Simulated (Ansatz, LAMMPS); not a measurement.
## Relaxing ionic liquid ethylammonium Br-, from a frame at 410 K (144 atoms)

Wanted: the relaxed structure of ionic liquid ethylammonium Br-, from a frame at 410 K (144 atoms) and its electronic structure.

Program: Ansatz 0.2.0. Level of theory: Kohn-Sham DFT, PBE+D3(BJ), PAW (set soft_2), plane waves. Results are calculated unless marked as measured.

Report form: the programs' logs are mostly left out.

### 1. Starting point

The cell holds 144 atoms: 24 C, 12 N, 96 H and 12 Br. Cell: a = 11.655 Å, b = 11.655 Å, c = 11.655 Å, α = 90.0°, β = 90.0°, γ = 90.0°. 12 ethylammonium, 12 Br- placed at random, at 1.59 g/cm³; overlaps pushed apart, then 10 ps at 700 K with Joung-Cheatham ions (J. Phys. Chem. B 112, 9020 (2008)); MMFF94 bonds, angles, torsions, charges and radii (Halgren, J. Comput. Chem. 17, 490 (1996)) in harmonic and 12-6 forms; charges of ions scaled by 0.8. Snapshot after 30 ps at 410 K and fixed volume.

What the set-up can't give: The network of contacts between molecules at the start is that of the classical potential that made the cell. Sampling is at Γ alone, for a cell whose shortest periodic width is 12 Å.

### 2. Making the structure

A classical potential supplies the starting structure, since it reaches far longer times than DFT.

This step: classical MD, Joung-Cheatham ions (J. Phys. Chem. B 112, 9020 (2008)); MMFF94 bonds, angles, torsions, charges and radii (Halgren, J. Comput. Chem. 17, 490 (1996)) in harmonic and 12-6 forms; charges of ions scaled by 0.8 (LAMMPS 22 Jul 2025 - Update 4).

in.lmp

```
# ionic liquid ethylammonium Br-
units real
atom_style full
boundary p p p
bond_style harmonic
angle_style harmonic
dihedral_style opls
improper_style harmonic
special_bonds lj 0 0 0.5 coul 0 0 0.75
read_data data.lmp
neigh_modify delay 0 every 1 check yes one 4000
comm_modify cutoff 12.0
timestep 0.5
thermo_style custom step time temp pe press density
thermo_modify norm yes
# push overlapping molecules apart
pair_style soft 2.6
pair_coeff * * 0.0
variable a equal ramp(1,60)
fix ad all adapt 1 pair soft a * * v_a
velocity all create 700 387576 mom yes dist gaussian
fix lim all nve/limit 0.03
fix lan all langevin 700 700 50 387577 zero yes
thermo 1000
run 3000 post no
unfix ad
pair_style lj/cut/coul/long 9.0
pair_modify mix arithmetic tail yes
pair_coeff 1 1 0.0678 3.3680   # C
pair_coeff 2 2 0.0721 3.3270   # N
pair_coeff 3 3 0.0216 2.5400   # H
pair_coeff 4 4 0.0100 1.2000   # H
pair_coeff 5 5 0.0270 4.9017   # Br
kspace_style pppm 1.0e-4
# [... 17 lines left out ...]
compute msd all msd com yes
thermo 7500
fix md all nvt temp 410 410 100
run 30000 post no
print "== T410: mean square displacement over the hold $(c_msd[4]:%.2f) A^2"
unfix md
uncompute msd
write_dump all custom T410.dump id type xs ys zs modify sort id
```

On the command line:

```sh
$ lmp -in in.lmp -log none -nocite
```

Elapsed: 22 s, on 1 thread of Arm Neoverse V2, shared host; peak memory 0.12 GiB.

The input also reads data.lmp (atoms, bonds and types; not printed here).

### 3. Single point at the start

The forces at the start show how far the geometry lies from a minimum of this functional.

input.yaml

```yaml
crystal:
  lattice:
    - [11.65456, 0.0, 0.0]
    - [0.0, 11.65456, 0.0]
    - [0.0, 0.0, 11.65456]
  atoms:
    - { symbol: C, position: [0.08929, 0.00548, 0.25596] }
    - { symbol: C, position: [0.00997, 0.10311, 0.28554] }
    - { symbol: "N", position: [0.07979, 0.21281, 0.27252] }
    - { symbol: H, position: [0.04193, 0.92887, 0.22928] }
    - { symbol: H, position: [0.13962, 0.99151, 0.33231] }
    - { symbol: H, position: [0.14317, 0.02831, 0.18357] }
    - { symbol: H, position: [0.98014, 0.09788, 0.37674] }
    - { symbol: H, position: [0.93542, 0.11047, 0.22543] }
    - { symbol: H, position: [0.02481, 0.27914, 0.30112] }
    - { symbol: H, position: [0.16296, 0.20668, 0.30409] }
    - { symbol: H, position: [0.10364, 0.22218, 0.18606] }
    - { symbol: C, position: [0.61305, 0.44625, 0.79726] }
    - { symbol: C, position: [0.58657, 0.57174, 0.80731] }
    - { symbol: "N", position: [0.46159, 0.58328, 0.82985] }
    - { symbol: H, position: [0.63057, 0.41368, 0.87953] }
    - { symbol: H, position: [0.68487, 0.44709, 0.72908] }
    - { symbol: H, position: [0.54399, 0.40086, 0.75725] }
    - { symbol: H, position: [0.60599, 0.61598, 0.73095] }
    - { symbol: H, position: [0.62655, 0.60842, 0.8841] }
    - { symbol: H, position: [0.44618, 0.66544, 0.84155] }
    - { symbol: H, position: [0.40779, 0.54774, 0.77199] }
    - { symbol: H, position: [0.45223, 0.54589, 0.9065] }
    - { symbol: C, position: [0.84668, 0.35697, 0.15932] }
    - { symbol: C, position: [0.84728, 0.43042, 0.05843] }
    - { symbol: "N", position: [0.95434, 0.4332, 0.00113] }
    - { symbol: H, position: [0.77307, 0.37881, 0.21633] }
    - { symbol: H, position: [0.93336, 0.35709, 0.20435] }
    - { symbol: H, position: [0.8301, 0.26116, 0.14362] }
    - { symbol: H, position: [0.83628, 0.51544, 0.08911] }
    - { symbol: H, position: [0.78166, 0.41331, 0.00059] }
    - { symbol: H, position: [0.97275, 0.35787, 0.95979] }
    - { symbol: H, position: [0.95984, 0.49804, 0.93764] }
    [... 106 atom lines left out ...]
    - { symbol: Br, position: [0.703, 0.98241, 0.29727] }
    - { symbol: Br, position: [0.35608, 0.72073, 0.61054] }
    - { symbol: Br, position: [0.86629, 0.29376, 0.47543] }
    - { symbol: Br, position: [0.51578, 0.84883, 0.95806] }
    - { symbol: Br, position: [0.23224, 0.44636, 0.8636] }
    - { symbol: Br, position: [0.79978, 0.18483, 0.80656] }
kpoints:
  mp_grid: { grid: [1, 1, 1] }
hamiltonian:
  xc: pbe
  dispersion: d3bj
scf:
  occupations: { method: fixed }
output:
  forces: true
  stress: true
  populations: intrinsic
  dos:
    method: { smearing: { sigma: 0.1 } }
    de: 0.1
    projected: { site_lists: { Br: [Br], C: [C], H: [H], "N": ["N"] } }
  eigenvalues: true
```

On the command line:

```sh
$ ansatz run input.yaml --threads 4 --pin off --max-ram 8192MiB --backend cpu --events-out ev --progress --plain --runs-dir out
```

Run time: 16 s. Hardware: 4 threads of Arm Neoverse V2, shared host; peak memory 1.7 GiB; 61 s of CPU time.

Numbers from this run:

```
free energy                                      : -45596.9326 eV
free energy per atom                             : -316.6454 eV/atom
SCF cycles                                       : 9
pressure                                         : 2.092 GPa
r.m.s. force component                           : 1.084 eV/Å
longest force                                    : 5.678 eV/Å
Fermi energy                                     : 0.119 eV
gap (highest filled to lowest empty level) : 3.614 eV
```

The r.m.s. force component of 1.1 eV/Å and the pressure of 2.1 GPa set the starting point.

Length of the force by element:

| element | coordination | atoms | mean length of the force (eV/Å) | spread | least | most |
| --- | --- | --- | --- | --- | --- | --- |
| Br | all | 12 | 0.206 | 0.101 | 0.0855 | 0.455 |
| C | all | 24 | 2.45 | 1.14 | 0.382 | 4.78 |
| H | all | 96 | 1.34 | 0.752 | 0.229 | 3.81 |
| N | all | 12 | 2.61 | 1.36 | 0.730 | 5.68 |

### 4. Cell and atoms relaxed

The cell is relaxed with the atoms, since the starting lattice needn't suit this functional.

input.yaml, the sections that differ from step 3:

```yaml
output:
  forces: true
relax:
  f_tol: 0.05
  max_steps: 200
  cell: {}
# crystal, kpoints, hamiltonian, scf: as in step 3
```

Run time: 3.2 min. Hardware: 4 threads; peak memory 1.6 GiB; 12 min of CPU time.

The steps of the relaxation (22 of 28):

| step | energy less that of the first step (eV) | largest force component (eV/Å) | pressure (GPa) | volume (Å³) |
| --- | --- | --- | --- | --- |
| 1 | 0.0000 | 4.8405 | 2.09 | 1583.02 |
| 2 | -6.5286 | 2.1105 | 0.29 | 1559.99 |
| 4 | -8.7364 | 0.3425 | -0.11 | 1511.09 |
| 5 | -9.0352 | 0.4248 | -0.31 | 1512.80 |
| 6 | -9.2934 | 0.1884 | -0.16 | 1517.61 |
| 7 | -9.4687 | 0.3204 | -0.34 | 1522.58 |
| 9 | -9.7571 | 0.4995 | -0.24 | 1527.92 |
| 10 | -9.8614 | 0.2717 | 0.04 | 1531.43 |
| 11 | -9.8663 | 0.5596 | -0.62 | 1535.50 |
| 13 | -10.0937 | 0.1568 | 0.02 | 1538.94 |
| 14 | -10.0811 | 0.4387 | -0.51 | 1546.22 |
| 15 | -10.1357 | 0.1718 | -0.08 | 1549.01 |
| 16 | -10.1751 | 0.0393 | -0.01 | 1552.10 |
| 18 | -10.2064 | 0.0830 | -0.04 | 1552.13 |
| 19 | -10.2161 | 0.0224 | 0.00 | 1553.74 |
| 20 | -10.2228 | 0.1251 | -0.10 | 1555.60 |
| 22 | -10.2317 | 0.0478 | 0.01 | 1557.08 |
| 23 | -10.2319 | 0.0401 | -0.03 | 1558.48 |
| 24* | -10.1971 | 0.0389 | -0.05 | 1558.48 |
| 25 | -10.2114 | 0.0613 | 0.07 | 1554.40 |
| 27 | -10.2162 | 0.0258 | 0.01 | 1554.95 |
| 28* | -10.2109 | 0.0266 | 0.01 | 1554.95 |

Relaxation steps marked * repeat the geometry before them on a plane-wave basis chosen anew for their cell, so energy and pressure can jump there. Other such steps can lie between the rows shown. Relaxation step 26 was tried and not accepted.

| cell as run | before | after | change |
| --- | --- | --- | --- |
| a (Å) | 11.655 | 11.766 | +1.0 % |
| b (Å) | 11.655 | 11.440 | -1.8 % |
| c (Å) | 11.655 | 11.583 | -0.6 % |
| α (°) | 90.00 | 88.77 | -1.4 % |
| β (°) | 90.00 | 91.80 | +2.0 % |
| γ (°) | 90.00 | 93.62 | +4.0 % |
| volume (Å³/atom) | 10.99 | 10.80 | -1.8 % |

The atoms that moved most (Å, as changes of fractional coordinates times the final cell):

| atom | dx | dy | dz | length |
| --- | --- | --- | --- | --- |
| H42 | -1.128 | 1.440 | 0.714 | 1.963 |
| H43 | -0.754 | 1.495 | -0.359 | 1.712 |
| H41 | -0.969 | -0.115 | 1.279 | 1.609 |
| H37 | 0.196 | -1.574 | 0.149 | 1.593 |
| H103 | -1.204 | 0.300 | -0.927 | 1.549 |
| H40 | -1.025 | 0.147 | 1.138 | 1.539 |
| H93 | 0.207 | -1.258 | 0.781 | 1.495 |
| H75 | -1.069 | -0.149 | -0.991 | 1.465 |

The relaxation changed the energy by -70.9 meV/atom, and atoms moved by 0.83 Å r.m.s., 2.0 Å at most.

### 5. Local order after relaxation

Bonds before and after, by the cutoffs listed below:

| pair | bonds before | bonds after | mean before (Å) | mean after (Å) | spread before (Å) | spread after (Å) |
| --- | --- | --- | --- | --- | --- | --- |
| H-C | 60 | 60 | 1.096 | 1.097 | 0.041 | 0.001 |
| H-N | 36 | 36 | 1.026 | 1.047 | 0.029 | 0.006 |
| C-C | 12 | 12 | 1.495 | 1.514 | 0.027 | 0.002 |
| C-N | 12 | 12 | 1.452 | 1.494 | 0.038 | 0.003 |

Density 1.61 g/cm³, 10.80 Å³ an atom.

Pair distribution functions g(r), in bins of 0.2 Å:

| r (Å) | total | H-H | H-C | H-Br | H-N | C-C | C-Br |
| --- | --- | --- | --- | --- | --- | --- | --- |
| 1.00 | 5.05 | 0.00 | 13.95 | 0.00 | 17.80 | 0.00 | 0.00 |
| 1.20 | 0.00 | 0.00 | 0.00 | 0.00 | 0.00 | 0.00 | 0.00 |
| 1.40 | 0.33 | 0.00 | 0.00 | 0.00 | 0.00 | 0.00 | 0.00 |
| 1.60 | 0.84 | 1.20 | 0.00 | 0.00 | 0.00 | 11.10 | 0.00 |
| 1.80 | 1.13 | 2.54 | 0.00 | 0.00 | 0.00 | 0.00 | 0.00 |
| 2.00 | 0.40 | 0.00 | 0.88 | 0.00 | 1.87 | 0.00 | 0.00 |
| 2.20 | 1.53 | 0.35 | 4.74 | 1.82 | 1.07 | 0.00 | 0.00 |
| 2.40 | 0.96 | 1.55 | 0.00 | 1.53 | 0.00 | 0.00 | 0.00 |
| 2.60 | 0.84 | 1.59 | 0.34 | 0.25 | 0.15 | 0.00 | 0.00 |
| 2.80 | 0.62 | 0.55 | 0.56 | 0.68 | 1.54 | 0.00 | 0.00 |
| 3.00 | 0.94 | 1.39 | 0.56 | 1.50 | 0.29 | 0.00 | 0.00 |
| 3.20 | 0.77 | 0.89 | 0.57 | 1.25 | 0.26 | 0.00 | 0.00 |
| 3.40 | 0.83 | 0.65 | 0.86 | 1.02 | 1.06 | 0.18 | 0.00 |
| 3.60 | 1.02 | 1.00 | 0.92 | 1.72 | 1.00 | 0.32 | 1.50 |
| 3.80 | 1.00 | 0.92 | 0.56 | 1.59 | 1.15 | 1.04 | 4.00 |
| 4.00 | 1.04 | 0.79 | 0.95 | 1.64 | 0.91 | 1.48 | 4.20 |
| 4.20 | 0.95 | 0.82 | 0.88 | 1.22 | 0.73 | 1.20 | 3.05 |
| 4.40 | 0.88 | 0.88 | 0.94 | 0.99 | 0.55 | 0.78 | 0.99 |
| 4.60 | 0.90 | 0.92 | 0.93 | 0.87 | 0.88 | 0.90 | 0.71 |
| 4.80 | 0.98 | 1.04 | 1.04 | 0.93 | 0.86 | 1.10 | 0.66 |
| 5.00 | 1.09 | 0.98 | 1.20 | 0.92 | 1.35 | 0.78 | 1.64 |
| 5.20 | 1.01 | 1.01 | 0.90 | 0.98 | 1.19 | 1.60 | 0.73 |
| 5.40 | 1.08 | 1.14 | 1.08 | 0.72 | 1.12 | 1.40 | 0.81 |
| 5.60 | 1.13 | 1.19 | 1.12 | 0.82 | 1.22 | 1.29 | 0.62 |

Bonds by pair of elements; cutoffs follow the first minimum of g(r), held within bounds set by covalent radii, and pairs that aren't listed don't count as bonded:

| pair A-B | cutoff (Å) | bonds | mean length (Å) | spread (Å) | shortest (Å) | B about A | A about B |
| --- | --- | --- | --- | --- | --- | --- | --- |
| H-C | 1.34 | 60 | 1.10 | 0.001 | 1.09 | 0.625 | 2.5 |
| H-N | 1.27 | 36 | 1.05 | 0.006 | 1.04 | 0.375 | 3 |
| C-C | 1.85 | 12 | 1.51 | 0.002 | 1.51 | 1 | 1 |
| C-N | 1.79 | 12 | 1.49 | 0.003 | 1.49 | 0.5 | 1 |

How many atoms have how many bonded neighbours:

| element | mean | 0 | 1 | 4 |
| --- | --- | --- | --- | --- |
| Br | 0 | 12 | 0 | 0 |
| C | 4 | 0 | 0 | 24 |
| H | 1 | 0 | 96 | 0 |
| N | 4 | 0 | 0 | 12 |

Bond angles (no mean is given where the spread exceeds 20°):

| angle | count | mean (°) | spread (°) |
| --- | --- | --- | --- |
| C-C-H | 60 | 111 | 1.1 |
| H-C-H | 48 | 108 | 0.8 |
| C-N-H | 36 | 111 | 1.6 |
| H-N-H | 36 | 108 | 2.1 |
| H-C-N | 24 | 107 | 0.7 |

Counting bonds as in the table, all C atoms have 4, all H atoms have 1 and all N atoms have 4 bonded neighbours. The C-C-H angle averages 111° with a spread of 1.1°.

(Part 1 of 2 ends here.)

[Logs are printed without paths, hosts, clocks, repeated set-up lines and the standing remarks that a program may print on its own settings, such as how far it seeks lower states.]

[Hosts, paths, dates, database ids (printed as entryN), source tags and the programs' standing remarks are cut or masked in the printed files.]

[The MMFF94 radii named for the starting cell were scaled by 0.96; in molecules described by MMFF94, hydrogen bound to N, O or S took a small fixed 12-6 site in their place.]
